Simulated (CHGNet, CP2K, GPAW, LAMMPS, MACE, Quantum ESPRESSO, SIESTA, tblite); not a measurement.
## Running glassy 72SiO2-17Al2O3-6BaO-6ZnO (mol %) (116 atoms) with tblite

How near does tblite come to plane waves for glassy 72SiO2-17Al2O3-6BaO-6ZnO (mol %) (116 atoms)?

Calculated with tblite 0.8.0; the method is named at each step.

## 1. The structure

The cell holds 116 atoms: 26 Si, 12 Al, 2 Ba, 2 Zn and 74 O. Cell: a = 11.782 Å, b = 11.782 Å, c = 11.782 Å, α = 90.0°, β = 90.0°, γ = 90.0°. 116 atoms (26 Si, 12 Al, 2 Ba, 2 Zn, 74 O) placed at random at 2.68 g/cm³, melted at 4000 K for 10 ps at fixed volume with the Morse and Coulomb pair potential with partial charges (Pedone, Malavasi, Menziani, Cormack and Segre, J. Phys. Chem. B 110, 11780 (2006)). Quenched from 4000 K to 300 K at 50 K/ps and fixed volume, held 5 ps.

The yardstick, on the same geometry:

```
method                                           : Kohn-Sham DFT, PBE, SSSP efficiency 1.3.0 pseudopotentials, plane waves (Quantum ESPRESSO 7.5); sssp-pbe-1.3.0-efficiency, cutoffs 60/480 Ry, Γ point
r.m.s. force component                           : 1.456 eV/Å
longest force                                    : 6.32 eV/Å
pressure                                         : 4.521 GPa
gap (highest filled to lowest empty level) : 2.622 eV
time                                             : 8.9 min on 4 MPI ranks of Arm Neoverse V2, shared host
CPU time                                         : 36 min
```

## 2. GFN1-xTB

Method: GFN1-xTB tight binding, diagonalisation.

The input, run.py:

```python
import numpy as np
from ase.io import read
from tblite.ase import TBLite

atoms = read("structure.xyz")
atoms.calc = TBLite(method="GFN1-xTB", electronic_temperature=580, accuracy=1.0, max_iterations=250, mixer_damping=0.4, verbosity=1)
energy = atoms.get_potential_energy()
forces = atoms.get_forces()
print(f"energy {energy:.6f} eV")
print("forces (eV/A)")
for i, (a, f) in enumerate(zip(atoms, forces)):
    print(f"{i:4d} {a.symbol:2s} {f[0]:10.5f} {f[1]:10.5f} {f[2]:10.5f}")
stress = -atoms.get_stress(voigt=False) * 160.21766
print("stress (GPa, compression positive)")
for row in stress:
    print(" ".join(f"{x:10.4f}" for x in row))
print("charges (e)")
print(np.array2string(atoms.get_charges(), precision=4, suppress_small=True, max_line_width=110, threshold=100000))
```

The input, structure.xyz:

```xyz
116
Lattice="11.78160 0.00000 0.00000 0.00000 11.78160 0.00000 0.00000 0.00000 11.78160" Properties=species:S:1:pos:R:3 pbc="T T T"
Si 10.46453 2.42913 11.56623
Si 10.99930 6.93547 11.67792
Si 5.89457 4.22394 11.15211
Si 9.66162 6.39847 5.02768
Si 10.85321 1.13634 6.27311
Si 8.12424 6.20183 11.19417
Si 1.20455 8.12942 7.71165
Si 1.67051 0.73600 4.68271
Si 6.56659 8.91584 10.38654
Si 4.96217 5.09531 8.19988
Si 2.82629 3.01856 8.81829
Si 1.20667 6.31965 2.28516
Si 5.88809 9.00208 1.50757
Si 5.15610 5.16388 4.31454
Si 4.16880 8.13790 8.29542
Si 4.35613 6.18157 1.41191
Si 11.20748 0.57871 9.23536
Si 3.54367 0.95938 11.04148
Si 1.45008 10.79807 0.54890
Si 8.53954 11.12937 5.73446
Si 7.21929 2.05518 9.27518
Si 9.35318 4.33351 9.17410
Si 7.68584 8.63980 3.94083
Si 4.23172 2.11279 4.36803
Si 9.31123 3.21296 4.70345
Si 8.76751 1.26959 2.25087
Al 4.74634 7.93420 5.16164
Al 2.91324 9.82703 5.83012
Al 11.67286 9.46416 10.06125
Al 7.48874 4.93131 6.14846
Al 0.33978 8.43327 4.53627
Al 3.45413 10.16670 3.05803
Al 2.45246 11.71327 8.51338
Al 6.74933 1.94444 6.28914
Al 5.52628 0.41059 1.81790
Al 8.58843 10.91907 8.97534
Al 11.34238 11.35275 2.81792
Al 0.39527 5.36617 9.03472
Ba 9.13875 10.26389 0.42272
Ba 1.50840 5.00294 5.54666
Zn 4.63347 0.79797 7.44845
Zn 0.80374 2.90087 2.35243
O 4.39442 6.55092 8.22839
O 1.49073 3.98583 8.90689
O 9.36779 1.70727 0.72928
O 0.61582 0.73317 5.86700
O 7.51678 0.54207 5.70606
O 1.05469 6.63610 7.82322
O 0.21148 8.94836 8.46390
O 5.08152 1.67852 5.62677
O 3.23393 2.43325 10.25741
O 11.11358 7.09794 5.10073
O 8.98971 2.37305 3.36636
O 1.48601 8.77364 6.19111
O 4.34576 6.23671 5.28381
O 6.30516 8.31321 4.72395
[... 56 atom lines left out ...]
O 10.61817 4.64867 8.44835
O 10.40150 10.86346 9.64006
O 9.78014 3.59409 10.61664
O 7.10266 7.46364 10.98080
```

On the command line:

```sh
OMP_NUM_THREADS=1 python run.py > output.txt
```

The program printed:

```text
------------------------------------------------------------
  cycle        total energy    energy error   density error
------------------------------------------------------------
      1     -379.3882717899  -3.8134100E+02   1.0548714E+00
      2      701.3313062951   1.0807196E+03   1.5881096E+00
      3      1041.891210341   3.4055990E+02   1.3555982E+00
      4      96.05343286618  -9.4583778E+02   7.5739888E-01
      5      538.3095192800   4.4225609E+02   1.0224783E+00
      6     -160.6385242924  -6.9894804E+02   5.1789354E-01
      7     -374.5762988125  -2.1393777E+02   3.1058862E-01
      8     -221.9266271388   1.5264967E+02   4.3845575E-01
      9     -368.2858998431  -1.4635927E+02   2.4502891E-01
     10     -292.5751661413   7.5710734E+01   4.3206344E-01
     11     -287.1988220050   5.3763441E+00   4.1408358E-01
     12     -240.2466303898   4.6952192E+01   6.2257714E-01
     13     -230.0784526567   1.0168178E+01   5.6824104E-01
     14     -281.8362286355  -5.1757776E+01   3.9678930E-01
     15     -342.8267095633  -6.0990481E+01   2.9332807E-01
     16     -419.5819780510  -7.6755268E+01   9.9115143E-02
     17     -415.7241249793   3.8578531E+00   1.1173486E-01
     18     -416.5845004743  -8.6037550E-01   1.0703126E-01
     19     -421.6371539732  -5.0526535E+00   8.0283742E-02
     20     -423.5545661154  -1.9174121E+00   6.4410885E-02
     21     -427.0240589243  -3.4694928E+00   2.5678862E-02
     22     -427.1971524020  -1.7309348E-01   2.0943239E-02
     23     -427.0499788621   1.4717354E-01   2.5663951E-02
     24     -427.2386676274  -1.8868877E-01   2.0757553E-02
[...]
35     -427.3932060372  -3.7560742E-03   3.5503933E-03
     36     -427.3941782288  -9.7219163E-04   1.6843593E-03
     37     -427.3945479432  -3.6971443E-04   6.1019876E-04
     38     -427.3945585175  -1.0574266E-05   2.6230622E-04
     39     -427.3945727527  -1.4235252E-05   4.8298610E-05
     40     -427.3945709934   1.7592949E-06   4.5991268E-05
     41     -427.3945720288  -1.0353887E-06   3.3855954E-05
     42     -427.3945728463  -8.1746208E-07   1.6893433E-05
------------------------------------------------------------
 total:                                   9.693 sec
energy -11629.998706 eV
forces (eV/A)
   0 Si   -1.12169    2.10234   -0.32808
   1 Si    1.70932   -0.71337   -1.49720
   2 Si    0.83434   -0.25253    0.91449
   3 Si    0.46704   -0.67512   -0.59834
   4 Si    1.25944   -0.84533    0.38918
   5 Si   -1.59941   -0.76389   -2.36367
   6 Si    4.61540    2.18296   -2.32597
   7 Si   -2.54649   -0.98964   -1.85752
   8 Si   -0.56303   -1.16290    1.39996
   9 Si    1.88612   -0.64659    1.20067
  10 Si   -1.64686    0.95692   -0.44791
  11 Si    2.00425    0.74777    0.08148
  12 Si   -0.81134    1.82821    0.34362
  13 Si   -0.38516    1.14059    1.04468
  14 Si    1.63218    0.88796    0.38529
  15 Si   -1.00912   -0.60662   -1.26475
  16 Si   -0.11205   -4.03098   -3.03077
  17 Si   -1.61203    1.02283   -2.01277
  18 Si    2.51825    1.05194   -1.07084
  19 Si   -1.43577   -1.04691    2.32397
  20 Si    1.17960    0.88224    0.15941
  21 Si   -3.94876   -0.81765    3.17499
  22 Si   -0.90970    0.23772   -0.16618
  23 Si    0.07656    0.31108   -0.22085
[...]
108 O    -0.49219    0.21841    0.56050
 109 O    -0.54203    0.33410    0.25932
 110 O     1.97909   -0.23283   -0.75524
 111 O     0.24259   -0.90200    0.01790
 112 O     5.91271    1.66819   -4.07151
 113 O    -1.42030   -1.26774    0.41922
 114 O     0.85320   -0.40353    1.81428
 115 O     0.61653   -0.14131   -0.04585
stress (GPa, compression positive)
   -2.1974    -0.3893    -0.6727
   -0.3893    -3.7671    -0.2101
   -0.6727    -0.2101    -3.4761
charges (e)
[ 0.8899  0.8992  0.9555  0.9272  0.9405  0.928   0.9248  0.9264  0.9038  0.9263  0.9135  0.9009  0.9397
  0.916   0.9402  0.9414  0.9339  0.9147  0.9337  0.9403  0.949   0.9446  0.9321  0.9171  0.9438  0.9024
  1.1454  1.1351  1.0746  1.1383  1.069   1.1385  1.1469  1.1294  1.0603  1.0599  1.0808  1.0562  1.1968
  1.1065  1.1282  1.0273 -0.4493 -0.6473 -0.5272 -0.4774 -0.6171 -0.6628 -0.5729 -0.6326 -0.4767 -0.6512
 -0.4351 -0.6156 -0.6851 -0.5851 -0.7482 -0.6649 -0.6036 -0.6224 -0.6741 -0.5061 -0.5939 -0.6406 -0.5832
 -0.6429 -0.5002 -0.4812 -0.5759 -0.5901 -0.4552 -0.4337 -0.5194 -0.4814 -0.594  -0.7678 -0.4627 -0.4867
 -0.483  -0.4766 -0.4708 -0.617  -0.4555 -0.6544 -0.4558 -0.4456 -0.6947 -0.535  -0.7607 -0.4426 -0.6395
 -0.6172 -0.6019 -0.4344 -0.538  -0.6563 -0.6604 -0.6074 -0.5849 -0.6251 -0.4349 -0.6    -0.5265 -0.7442
 -0.4564 -0.4508 -0.4426 -0.6636 -0.4614 -0.4478 -0.5897 -0.5768 -0.6057 -0.6907 -0.4716 -0.4947]
```

Wall time 10 s (1 thread of Arm Neoverse V2, shared host); peak memory 0.15 GiB.

Banners, paths, timers and routine set-up lines are dropped from the logs unmarked, and long logs keep their key lines alone; longer cuts are marked.

Against the reference:

* r.m.s. force component: 1.546 eV/Å
* r.m.s. difference of force components: 658.8 meV/Å
* longest difference of force vectors: 2392 meV/Å
* force difference over r.m.s. force: 45.24 %
* slope of forces against the reference's: 0.9615
* correlation of force components: 0.9054
* pressure: -3.147 GPa
* pressure difference: -7.668 GPa

Length of the force difference by element (eV/Å):

```tsv
element	atoms	mean	most
Al	12	1.0	1.4
Ba	2	0.48	0.50
O	74	0.90	2.3
Si	26	1.4	2.4
Zn	2	0.56	0.66
```

Local excerpt of 10 atoms (numbers count through the whole input) about O48, which bears the longest force; x, y, z are measured from there.

```tsv
atom	x	y	z	distance (Å)	bonds	Mulliken charge (e)	Fx	Fy	Fz (eV/Å)
O48	0.00	0.00	0.00	0.00	3	-0.66	-1.12	-7.37	-0.02
Si7	0.15	1.49	-0.11	1.50	4	0.92	4.62	2.18	-2.33
Al38	-0.66	-1.27	1.21	1.87	4	1.06	-0.07	-0.65	-1.12
O49	-0.84	2.31	0.64	2.54	2	-0.57	-5.29	3.46	3.08
O74	1.61	1.93	0.71	2.61	2	-0.48	-1.13	0.34	1.32
O54	0.43	2.14	-1.63	2.72	3	-0.62	-0.32	0.13	-2.41
Ba40	0.45	-1.63	-2.28	2.84	6	1.11	0.36	0.84	0.32
O44	0.44	-2.65	1.08	2.90	2	-0.65	-0.71	0.60	-0.19
O70	-1.08	-0.64	2.73	3.00	2	-0.59	0.50	0.23	0.11
O113	-2.22	-1.99	0.63	3.04	2	-0.61	5.91	1.67	-4.07
```

Atoms are counted from 1 here, from 0 in the log.

Forces lie 45 % from the reference's, at 0.0048 times its CPU time (on 1 against 4 cores).

## 3. Another try, on a changed input

The input, run.py:

```python
import numpy as np
from ase.io import read
from tblite.ase import TBLite

atoms = read("structure.xyz")
atoms.calc = TBLite(method="GFN3-xTB", electronic_temperature=580, accuracy=1.0, max_iterations=250, mixer_damping=0.4, verbosity=1)
energy = atoms.get_potential_energy()
forces = atoms.get_forces()
print(f"energy {energy:.6f} eV")
print("forces (eV/A)")
for i, (a, f) in enumerate(zip(atoms, forces)):
    print(f"{i:4d} {a.symbol:2s} {f[0]:10.5f} {f[1]:10.5f} {f[2]:10.5f}")
print("charges (e)")
print(np.array2string(atoms.get_charges(), precision=4, suppress_small=True, max_line_width=110, threshold=100000))
```

structure.xyz is that of step 2.

The program printed:

```text
tblite.exceptions.TBLiteValueError: Method 'GFN3-xTB' is not available for this calculator
```

Wall time 0.55 s (1 thread); peak memory 0.09 GiB.

The program stopped at the start. The fault in the input: an unknown method (method GFN3-xTB).

## 4. Results

- force difference from the reference: tblite GFN1-xTB, 45 %
- its CPU time: 10 s

Tight binding differs by 45 % (tblite GFN1-xTB); it is another model, with fitted parameters of its own, and the xTB methods hold dispersion. One electronic-structure run takes under half the reference's CPU time: tblite GFN1-xTB, at 45 % in 10 s against 36 min; its pressure misses by -7.7 GPa. Periodic xTB results under one method name differ between programs and library versions. The reference's pressure holds the uncorrected Pulay stress of its 60 Ry basis, so small pressure differences, and their order, may be the reference's own error. The quench rate of 50 K/ps is many orders above laboratory rates, so the cell is likely richer in defects and strain than a real sample. The network of bonds at the start is that of the classical potential that made the cell, and needn't be the one that DFT or experiment would give. The electronic-structure runs sample only Γ, in a cell whose shortest periodic width is 12 Å. Spin–orbit coupling is left out, which matters for the levels of the heavy elements.

[Also dropped from logs without a mark: logging warnings of Python, and SIESTA's first energy breakdown and zero terms.]

[Logs are printed without paths, hosts, clocks, repeated set-up lines and the standing remarks that a program may print on its own settings, such as how far it seeks lower states.]

[Hosts, paths, dates, database ids (printed as entryN), source tags and the programs' standing remarks are cut or masked in the printed files.]
